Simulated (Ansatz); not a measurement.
**Nb-W stack of (111) layers: lattice stability ahead of a resistivity run**

The plan: relax Nb-W stack of (111) layers, check its phonons, and, if the lattice is stable, compute its Eliashberg function and ρ(T).

Program: Ansatz 0.2.0. Level of theory: DFT PBEsol, scalar-relativistic, plane waves, PAW; PAW set soft_1. Results are calculated unless marked as measured.

## (1) The structure

The cell holds 2 atoms: 1 Nb and 1 W. Its edges and angles: a = 2.815 Å, b = 2.815 Å, c = 13.299 Å, α = 90.0°, β = 90.0°, γ = 120.0°. Vacuum lies along c.

## (2) Rough relaxation

The start is far from rest, so a relaxation with loose thresholds does the first part.

input.yaml

```yaml
crystal:
  lattice:
    - [2.81524, 0.0, 0.0]
    - [-1.40762, 2.43807, 0.0]
    - [0.0, 0.0, 13.29863]
  atoms:
    - { symbol: Nb, position: [0.0, 0.0, 0.41357632] }
    - { symbol: W, position: [0.33333333, 0.66666667, 0.58642368] }
  periodic: [true, true, false]
kpoints:
  mp_grid: { grid: [9, 9, 1] }
hamiltonian:
  xc: pbesol
  pseudopotentials: { kind: paw, azcp: { folder: soft_1 }, xc_functional: pbe }
scf:
  occupations: { method: gaussian, width: 0.1 }
output:
  forces: true
  stress: true
  eigenvalues: true
relax:
  adjacent_minimum: "off"
  f_tol: 0.05
  max_steps: 80
  cell: { stress_2d_tol: 0.02 }
```

On the command line:

```bash
$ ansatz run input.yaml --threads 8 --pin off --max-ram 20480MiB --backend cpu --events-out ev --progress --plain --runs-dir out
```

Numbers of over 12 decimals in the logs are rounded to 6 here.

The log of the run:

```text
Warning: crystal.periodic: the lattice vector that does not repeat stood 0.000° off the slab's normal, 13.299 Å along it as the deck builds it. The run solves the slab on a vector along the normal, 28.397 Å long, with every atom where it was (on the deck's vector they left 11.00 Å outside them, and the widest stretch free of ions among them is 2.30 Å). A fractional position that the run reports is one of the run's ce [...]
The last accepted step is kept in <dir> (removed where the run ends without a failure and the disk answers)
crystal.periodic: the lattice vector that does not repeat stood 0.000° off the slab's normal, 13.299 Å along it as the deck builds it. The run solves the slab on a vector along the normal, 28.397 Å long, with every atom where it was (on the deck's vector they left 11.00 Å outside them, and the widest stretch free of ions among them is 2.30 Å). A fractional position that the run reports is one of the run's cell, which [...]
Engine: ansatz 0.2.0, x86_64-unknown-linux-gnu
Pseudopotentials: kind: paw
Pseudopotential: Nb, paw, valence charge 13, recommended cutoff 420 eV (normal), soft_1/Nb.paw.azcp
Pseudopotential: W, paw, valence charge 14, recommended cutoff 420 eV (normal), soft_1/W.paw.azcp
Functional definition: PBEsol
  exchange = pbesol_x
  correlation = pbesol_c
Crystal: 2 atoms, lattice volume = 194.912 Å³
Basis set: ecut = 420 eV, 3875 PW (Γ), exchange–correlation on 40×40×384 points (8 copies of the dense FFT grid, shifted against one another)
Bands: 18, of which v1, the nominal top of the filled ones, is band 14 counted from 1 (13 counted from 0)
Symmetry: 6 space group operations
Space group: P3m1 (ITA 156), of the structure as read, at distance tolerance 5.8e-5 Å
k-points: 12 of 81 (time reversal used)
Non-local potential: Nb, projectors of the file, l = 0: 3, l = 1: 2, l = 2: 2, l = 3: 1
Non-local potential: W, projectors of the file, l = 0: 3, l = 1: 2, l = 2: 2, l = 3: 1
PAW form: soft (Blöchl's): semilocal exchange-correlation on the pseudo side does not see the compensation charge
PAW frozen core: Nb, regenerated for the run's functional, and the local potential with it (the file was generated under x = pbe(κ = 0.804, μ = 0.219515), c = pbe(β = 0.066725))
PAW frozen core: W, regenerated for the run's functional, and the local potential with it (the file was generated under x = pbe(κ = 0.804, μ = 0.219515), c = pbe(β = 0.066725))
PAW one-centre angular grid: Nb, 590 points (default); XC on 64 Gauss nodes
PAW one-centre angular grid: W, 590 points (default); XC on 64 Gauss nodes
Initial density: superposition of atomic densities (neutral atoms: chi_scale 0, normalization atom)
Initial wavefunctions: pseudopotential atomic-orbital guess
Functional: x = pbesol(κ = 0.804, μ = 0.123457), c = pbesol(β = 0.046)
SCF iter   1: F=—  HF=-14751.894775 eV  |F-HF|=—  |Δ(HF+E_count)|=         —  Δρ=3.76e-2  dr2=1.90e1  ethr=3.10e-3  ⟨swp⟩=12.7  Hψ=1924  notcnv=0
preconditioner: auto → LDOS  [insulator: Δε(μ)=0.107 eV  Ē_g=4.824 eV  σ=0.100 eV  W_gap=0.55  n_scr=16 (ndim 8)  ℏωp=8.8 eV  f_vac=0.739  D(μ)=2.17/eV (n_scr^D=12)  ε∞_Penn≈4.3  β→1.0]
SCF iter   2: F=—  HF=-14751.199983 eV  |F-HF|=—  |Δ(HF+E_count)|=   6.95e-1  Δρ=3.15e-2  dr2=1.83e1  ethr=3.10e-3  ⟨swp⟩=5.2  Hψ=808  notcnv=0  defer=2
SCF iter   3: F=—  HF=-14750.037134 eV  |F-HF|=—  |Δ(HF+E_count)|=    1.16e0  Δρ=5.94e-3  dr2=2.08e-1  ethr=3.10e-3  ⟨swp⟩=5.1  Hψ=754  notcnv=0  defer=2
SCF iter   4: F=—  HF=-14750.008396 eV  |F-HF|=—  |Δ(HF+E_count)|=   2.87e-2  Δρ=1.90e-3  dr2=3.84e-2  ethr=7.71e-4  ⟨swp⟩=3.6  Hψ=540  notcnv=0  defer=2
SCF iter   5: F=—  HF=-14750.008081 eV  |F-HF|=—  |Δ(HF+E_count)|=   3.15e-4  Δρ=7.46e-4  dr2=1.32e-2  ethr=1.42e-4  ⟨swp⟩=3.4  Hψ=397  notcnv=0  defer=2
SCF iter   6: F=—  HF=-14750.007474 eV  |F-HF|=—  |Δ(HF+E_count)|=   6.07e-4  Δρ=2.72e-4  dr2=7.14e-4  ethr=4.88e-5  ⟨swp⟩=2.0  Hψ=277  notcnv=0  defer=2
SCF iter   7: F=—  HF=-14750.007523 eV  |F-HF|=—  |Δ(HF+E_count)|=   4.96e-5  Δρ=9.91e-5  dr2=4.42e-5  ethr=2.65e-6  ⟨swp⟩=3.3  Hψ=439  notcnv=0  defer=2
SCF iter   8: F=—  HF=-14750.007646 eV  |F-HF|=—  |Δ(HF+E_count)|=   1.22e-4  Δρ=4.84e-5  dr2=1.48e-5  ethr=1.64e-7  ⟨swp⟩=3.6  Hψ=440  notcnv=0  defer=2
SCF iter   9: F=—  HF=-14750.007644 eV  |F-HF|=—  |Δ(HF+E_count)|=   1.74e-6  Δρ=2.03e-5  dr2=2.61e-6  ethr=5.46e-8  ⟨swp⟩=2.4  Hψ=311  notcnv=0  defer=2
SCF iter  10: F=—  HF=-14750.007644 eV  |F-HF|=—  |Δ(HF+E_count)|=   1.55e-7  Δρ=1.01e-5  dr2=4.81e-7  ethr=9.65e-9  ⟨swp⟩=3.4  Hψ=472  notcnv=0  defer=2
SCF iter  11: F=-14750.007644 eV  HF=-14750.007644 eV  |F-HF|=2.71e-8  |Δ(HF+E_count)|=   3.96e-8  Δρ=2.66e-6  dr2=4.36e-8  ethr=3.70e-10  ⟨swp⟩=14.2  Hψ=1491  notcnv=0
SCF 1 converged in 11 iterations: F = -14750.007644 eV  dr2 = 4.36e-8
  greatest PAW one-centre occupation: 0.999 electrons in one spin orbital (limit 2), on the W atom at site 1 (counted from 0), in its partial waves of l = 0
relax step   1: F+E_penalty+E_count = -14750.00764387 eV  Δ(F+E_penalty+E_count) = +0.000e0 eV  max|allowed force component| = 1.167e0 eV/Å  Δτ_max = 0.0000 Å  P = -8.102 N/m  Ω = 194.912 Å³  fix = [c, alpha, beta]  reactions: c +0.000 N/m  (11 SCF iters, dr2 threshold 1.00e-7 eV, accepted)
Crystal: 2 atoms, lattice volume = 181.157 Å³
Basis set: ecut = 420 eV, 3569 PW (Γ), exchange–correlation on 40×40×384 points (8 copies of the dense FFT grid, shifted against one another)
Initial density: handed on by an earlier stage of this run
Initial wavefunctions: those handed on with the density
SCF iter   1: F=—  HF=-14750.236963 eV  |F-HF|=—  |Δ(HF+E_count)|=         —  Δρ=1.18e-2  dr2=1.26e0  ethr=3.10e-3  ⟨swp⟩=11.4  Hψ=1655  notcnv=0
preconditioner: auto → LDOS  [metal: Δε(μ)=0.053 eV  Ē_g=4.202 eV  σ=0.100 eV  W_gap=0.29  n_scr=16 (ndim 8)  ℏωp=9.2 eV  f_vac=0.729  D(μ)=3.84/eV (n_scr^D=16)  β→1.0]
SCF iter   2: F=—  HF=-14750.085168 eV  |F-HF|=—  |Δ(HF+E_count)|=   1.52e-1  Δρ=7.97e-3  dr2=5.08e-1  ethr=3.10e-3  ⟨swp⟩=4.2  Hψ=588  notcnv=0  defer=6
SCF iter   3: F=—  HF=-14750.059638 eV  |F-HF|=—  |Δ(HF+E_count)|=   2.55e-2  Δρ=2.11e-3  dr2=2.45e-2  ethr=1.88e-3  ⟨swp⟩=3.4  Hψ=443  notcnv=0  defer=5
SCF iter   4: F=—  HF=-14750.058586 eV  |F-HF|=—  |Δ(HF+E_count)|=   1.05e-3  Δρ=9.13e-4  dr2=3.66e-3  ethr=9.07e-5  ⟨swp⟩=4.1  Hψ=491  notcnv=0  defer=5
SCF iter   5: F=—  HF=-14750.058237 eV  |F-HF|=—  |Δ(HF+E_count)|=   3.50e-4  Δρ=2.93e-4  dr2=2.31e-4  ethr=1.35e-5  ⟨swp⟩=3.2  Hψ=376  notcnv=0  defer=5
SCF iter   6: F=—  HF=-14750.058290 eV  |F-HF|=—  |Δ(HF+E_count)|=   5.34e-5  Δρ=1.20e-4  dr2=2.86e-5  ethr=8.56e-7  ⟨swp⟩=2.9  Hψ=377  notcnv=0  defer=5
[...]
Basis set: ecut = 420 eV, 3593 PW (Γ), exchange–correlation on 40×40×384 points (8 copies of the dense FFT grid, shifted against one another)
iter 1 solved again at ethr=1.22e-3 eV; its pass at ethr=3.10e-3 eV (dr2=3.30e-1 eV) is discarded
SCF iter   1: F=—  HF=-14750.275082 eV  |F-HF|=—  |Δ(HF+E_count)|=         —  Δρ=6.04e-3  dr2=3.42e-1  ethr=1.22e-3  ⟨swp⟩=1.8  Hψ=1717  notcnv=0
preconditioner: auto → LDOS  [metal: Δε(μ)=0.020 eV  Ē_g=4.421 eV  σ=0.100 eV  W_gap=0.11  n_scr=16 (ndim 8)  ℏωp=9.1 eV  f_vac=0.740  D(μ)=2.30/eV (n_scr^D=12)  β→1.0]
SCF iter   2: F=—  HF=-14750.269696 eV  |F-HF|=—  |Δ(HF+E_count)|=   5.39e-3  Δρ=5.36e-3  dr2=2.70e-1  ethr=1.22e-3  ⟨swp⟩=4.3  Hψ=554  notcnv=0
SCF iter   3: F=—  HF=-14750.231181 eV  |F-HF|=—  |Δ(HF+E_count)|=   3.85e-2  Δρ=1.00e-3  dr2=1.45e-3  ethr=1.00e-3  ⟨swp⟩=3.0  Hψ=488  notcnv=0  defer=2
SCF iter   4: F=—  HF=-14750.230738 eV  |F-HF|=—  |Δ(HF+E_count)|=   4.43e-4  Δρ=2.96e-4  dr2=3.59e-4  ethr=5.36e-6  ⟨swp⟩=4.7  Hψ=558  notcnv=0  defer=2
SCF iter   5: F=—  HF=-14750.230756 eV  |F-HF|=—  |Δ(HF+E_count)|=   1.82e-5  Δρ=1.05e-4  dr2=3.12e-5  ethr=1.33e-6  ⟨swp⟩=3.5  Hψ=425  notcnv=0  defer=2
SCF iter   6: F=—  HF=-14750.230854 eV  |F-HF|=—  |Δ(HF+E_count)|=   9.81e-5  Δρ=2.82e-5  dr2=6.92e-6  ethr=1.15e-7  ⟨swp⟩=3.2  Hψ=440  notcnv=0  defer=2
SCF iter   7: F=—  HF=-14750.230856 eV  |F-HF|=—  |Δ(HF+E_count)|=   1.39e-6  Δρ=1.31e-5  dr2=1.10e-6  ethr=2.56e-8  ⟨swp⟩=2.8  Hψ=323  notcnv=0  defer=2
SCF iter   8: F=-14750.230856 eV  HF=-14750.230856 eV  |F-HF|=5.80e-8  |Δ(HF+E_count)|=   6.24e-8  Δρ=4.22e-6  dr2=1.07e-7  ethr=7.41e-10  ⟨swp⟩=17.0  Hψ=1561  notcnv=0
SCF 3 converged in 8 iterations: F = -14750.230856 eV  dr2 = 1.07e-7
relax step   3: F+E_penalty+E_count = -14750.23085576 eV  Δ(F+E_penalty+E_count) = -1.725e-1 eV  max|allowed force component| = 2.830e-1 eV/Å  Δτ_max = 0.0966 Å  P = -0.129 N/m  Ω = 181.810 Å³  energy of the carried Pulay correction = +5.440e-4 eV  fix = [c, alpha, beta]  reactions: c -0.000 N/m  (8 SCF iters, dr2 threshold 2.00e-7 eV, accepted)
[...]
relax step   4: F+E_penalty+E_count = -14750.23468882 eV  Δ(F+E_penalty+E_count) = -3.833e-3 eV  max|allowed force component| = 1.402e-1 eV/Å  Δτ_max = 0.0254 Å  P = +0.066 N/m  Ω = 182.254 Å³  energy of the carried Pulay correction = +5.250e-4 eV  fix = [c, alpha, beta]  reactions: c +0.000 N/m  (7 SCF iters, dr2 threshold 2.00e-7 eV, accepted)
[...]
relax step   5: F+E_penalty+E_count = -14750.23579899 eV  Δ(F+E_penalty+E_count) = -1.110e-3 eV  max|allowed force component| = 2.124e-3 eV/Å  Δτ_max = 0.0079 Å  P = +0.021 N/m  Ω = 182.091 Å³  energy of the carried Pulay correction = +5.320e-4 eV  fix = [c, alpha, beta]  reactions: c +0.000 N/m  (6 SCF iters, dr2 threshold 2.00e-7 eV, accepted)
[...]
relax step   6: F+E_penalty+E_count = -14750.23579899 eV  Δ(F+E_penalty+E_count) = +6.621e-9 eV  max|allowed force component| = 1.310e-5 eV/Å  Δτ_max = 0.0001 Å  P = +0.005 N/m  Ω = 182.106 Å³  energy of the carried Pulay correction = +5.313e-4 eV  fix = [c, alpha, beta]  reactions: c +0.000 N/m  (5 SCF iters, dr2 threshold 7.57e-10 eV, accepted)
Initial wavefunctions: pseudopotential atomic-orbital guess (no wavefunctions were taken with the density)
iter 1 solved again at ethr=8.44e-7 eV; its pass at ethr=3.10e-3 eV (dr2=2.28e-4 eV) is discarded
SCF iter   1: F=—  HF=-14750.235321 eV  |F-HF|=—  |Δ(HF+E_count)|=         —  Δρ=4.50e-5  dr2=4.90e-7  ethr=8.44e-7  ⟨swp⟩=6.2  Hψ=2740  notcnv=0
eigensolver tolerance schedule: the retry pair's looser diagonalisation over-reported the residual by 464.32 of it (diagonalisation noise at 0.14 of the residual, at the tolerance the schedule requests for it); recorded, not acted on — ethr = c·dr2/N_el stays at c = 1.0e-1
SCF iter   2: F=—  HF=-14750.235315 eV  |F-HF|=—  |Δ(HF+E_count)|=   5.44e-6  Δρ=4.63e-6  dr2=3.84e-8  ethr=1.81e-9  ⟨swp⟩=4.7  Hψ=627  notcnv=0
SCF iter   3: F=—  HF=-14750.235315 eV  |F-HF|=—  |Δ(HF+E_count)|=   1.04e-8  Δρ=1.71e-6  dr2=1.37e-8  ethr=1.42e-10  ⟨swp⟩=3.5  Hψ=477  notcnv=0
SCF iter   4: F=—  HF=-14750.235315 eV  |F-HF|=—  |Δ(HF+E_count)|=   6.73e-9  Δρ=4.61e-7  dr2=3.76e-10  ethr=5.06e-11  ⟨swp⟩=4.1  Hψ=472  notcnv=0
SCF iter   5: F=—  HF=-14750.235315 eV  |F-HF|=—  |Δ(HF+E_count)|=  2.78e-10  Δρ=7.75e-8  dr2=4.74e-11  ethr=1.39e-12  ⟨swp⟩=3.5  Hψ=504  notcnv=0
SCF iter   6: F=—  HF=-14750.235315 eV  |F-HF|=—  |Δ(HF+E_count)|=  2.95e-10  Δρ=3.03e-8  dr2=6.14e-12  ethr=1.00e-12  ⟨swp⟩=1.7  Hψ=254  notcnv=0
SCF iter   7: F=-14750.235315 eV  HF=-14750.235315 eV  |F-HF|=1.64e-11  |Δ(HF+E_count)|=  7.64e-11  Δρ=8.85e-9  dr2=1.20e-12  ethr=1.00e-12  ⟨swp⟩=14.9  Hψ=1640  notcnv=0
SCF 7 converged in 7 iterations: F = -14750.235315 eV  dr2 = 1.20e-12
relax step   7: F+E_penalty+E_count = -14750.23531539 eV  Δ(F+E_penalty+E_count) = +4.836e-4 eV  max|allowed force component| = 7.106e-5 eV/Å  Δτ_max = 0.0000 Å  P = +0.002 N/m  Ω = 182.106 Å³  fix = [c, alpha, beta]  reactions: c +0.000 N/m  stress off target by 1.55e-3 N/m on what of the cell is left free  SCF on the basis re-selected at this cell (its energy is not comparable with the rows above)  (7 SCF iters)
basis re-selected at this cell: Δ(F+E_penalty+E_count) = +4.836e-4 eV, ΔP = -0.003 N/m vs the last step (what re-selecting the basis moved, of the pressure what is left beyond the Pulay correction that the steps carried, after the strain that the cell walked since its last selection, with what the two solves' SCF thresholds leave and, on support functions, any second-order correction that the steps lacked; it is no m [...]
SCF converged after 7 iterations
Free energy (F): -14750.235315 eV
Harris-Foulkes:  -14750.235315 eV  (|F-HF|=1.64e-11)
Internal energy: -14750.222304 eV  (E = F + TS)
E sigma→0 (E₀):  -14750.228810 eV
Entropy (-TS):   -0.013011 eV (-6.506 meV/atom)
Fermi energy:    -5.128010 eV
--- Per-component energies (eV) ---
  E_band       = -829.959900
  E_kinetic    = 795.709098
  E_local      = -58659.228345  (includes V_loc(G=0)·N_el)
  E_nonlocal   = 76.148119
  E_hartree    = 28835.594402
  E_xc         = -428.960112
  E_vxc        = -429.125282  (∫ρ·V_xc dr)
  E_paw        = -11478.402438  (= ΣΔE_a)
  E_vpaw       = -284.652639  (= ΣTr[D̂ρ^β])
  E_aug_tail   = 0.000192  (compensation charges beyond the density's cutoff)
  E_ewald      = 26108.506211
  E_core_change = 0.410567  (= ΣΔE_core)
  E_smearing   = -0.013011  (= −TS)
  E_closure    = 0.000000  (closes the sum)
  Σ components = -14750.235315   (vs F -14750.235315, Δ=0.00e0)
--- Forces (eV/Å), atoms counted from 1 ---
  atom   1  Nb    -0.00000000     0.00000000    -0.00007115
  atom   2  W      0.00000000    -0.00000000     0.00007096
  max |Σ_I F_I| component: 1.86e-7 eV/Å
--- 2D stress c σ (N/m, compression-positive) ---
        0.001546       0.000000       0.000000
        0.000000       0.001546      -0.000000
        0.000000      -0.000000       0.000000
  P = ½ c Tr σ = 0.0015 N/m
--- Band table (eV; the first three rows and the last of 12) ---
  k-point 0: bands = [... 10 lower, -6.9049, -5.9185, -5.2427, -5.2427, -4.7015, -4.7015, -4.6556, -1.8539]
  k-point 1: bands = [... 10 lower, -6.7243, -6.0964, -5.7532, -5.1131, -4.9292, -4.7405, -4.2237, -2.2253]
  k-point 2: bands = [... 10 lower, -7.1488, -6.3897, -6.2566, -5.5642, -4.6774, -3.4653, -3.0728, -2.4583]
  k-point 11: bands = [... 10 lower, -7.2112, -6.0260, -6.0109, -5.3556, -5.3041, -3.5682, -2.0932, -1.7028]
--- Relaxed structure (6 steps of the walk, 6 accepted, 1 SCFs on fresh bases) ---
  F+E_penalty+E_count = -14750.23531539 eV   max|allowed force component| = 7.106e-5 eV/Å   (the final SCF, on the basis selected at the relaxed cell)
  cell:  # Å, volume = 182.1057 Å³
    - [2.721186, -6.96141649335536e-18, 0]
    - [-1.360593, 2.356616, 0]
    - [0, 0, 28.397266]
  atoms:
    - { symbol: Nb, position: [-1.850371700815423e-17, -9.251858607474695e-18, 0.190766] }
    - { symbol: W, position: [0.333333, 0.666667, 0.277540] }
```

Run time: 4.5 s. Hardware: 8 threads of INTEL XEON PLATINUM 8581C at 2.30GHz (Emerald Rapids), shared host; peak memory 0.64 GiB.

The steps of the relaxation:

```csv
step,energy less that of the first step (eV),largest force component (eV/Å),volume (Å³)
1,0.0000,1.1670,194.91
2,-0.0508,1.3800,181.16
3,-0.2232,0.2830,181.81
4,-0.2270,0.1402,182.25
5,-0.2282,0.0021,182.09
6,-0.2282,0.0000,182.11
7*,-0.2277,0.0001,182.11
```

Relaxation steps marked * repeat the geometry before them on a plane-wave basis chosen anew for their cell, so energy and pressure can jump there.

The run keeps the 6 symmetry operations that it works with, so distortions that break them were not tested.

```csv
cell as run,before,after,change
a (Å),2.815,2.721,-3.3 %
b (Å),2.815,2.721,-3.3 %
```

The atoms that moved most (Å, along periodic axes as changes of fractional coordinates times the final cell, across vacuum about the mean position):

```csv
atom,dx,dy,dz,length
Nb1,0.000,0.000,-0.083,0.083
W2,0.000,0.000,0.083,0.083
```

The relaxed structure:

```
Nb W
1.0
     2.72119    0.00000    0.00000
    -1.36059    2.35662    0.00000
     0.00000    0.00000   28.39727
Nb W
1 1
Direct
  0.00000 0.00000 0.19077
  0.33333 0.66667 0.27754
```

This step gave:

```yaml
metallic_on_mesh: yes
gap_on_the_k_mesh: 0 eV
```

The relaxation ends with a largest force component of 7.1e-5 eV/Å.

(Continued in part 2 of 3.)

[Logs are printed without paths, hosts, clocks, repeated set-up lines and the standing remarks that a program may print on its own settings, such as how far it seeks lower states.]

[Hosts, paths, dates, database ids (printed as entryN), source tags and the programs' standing remarks are cut or masked in the printed files.]
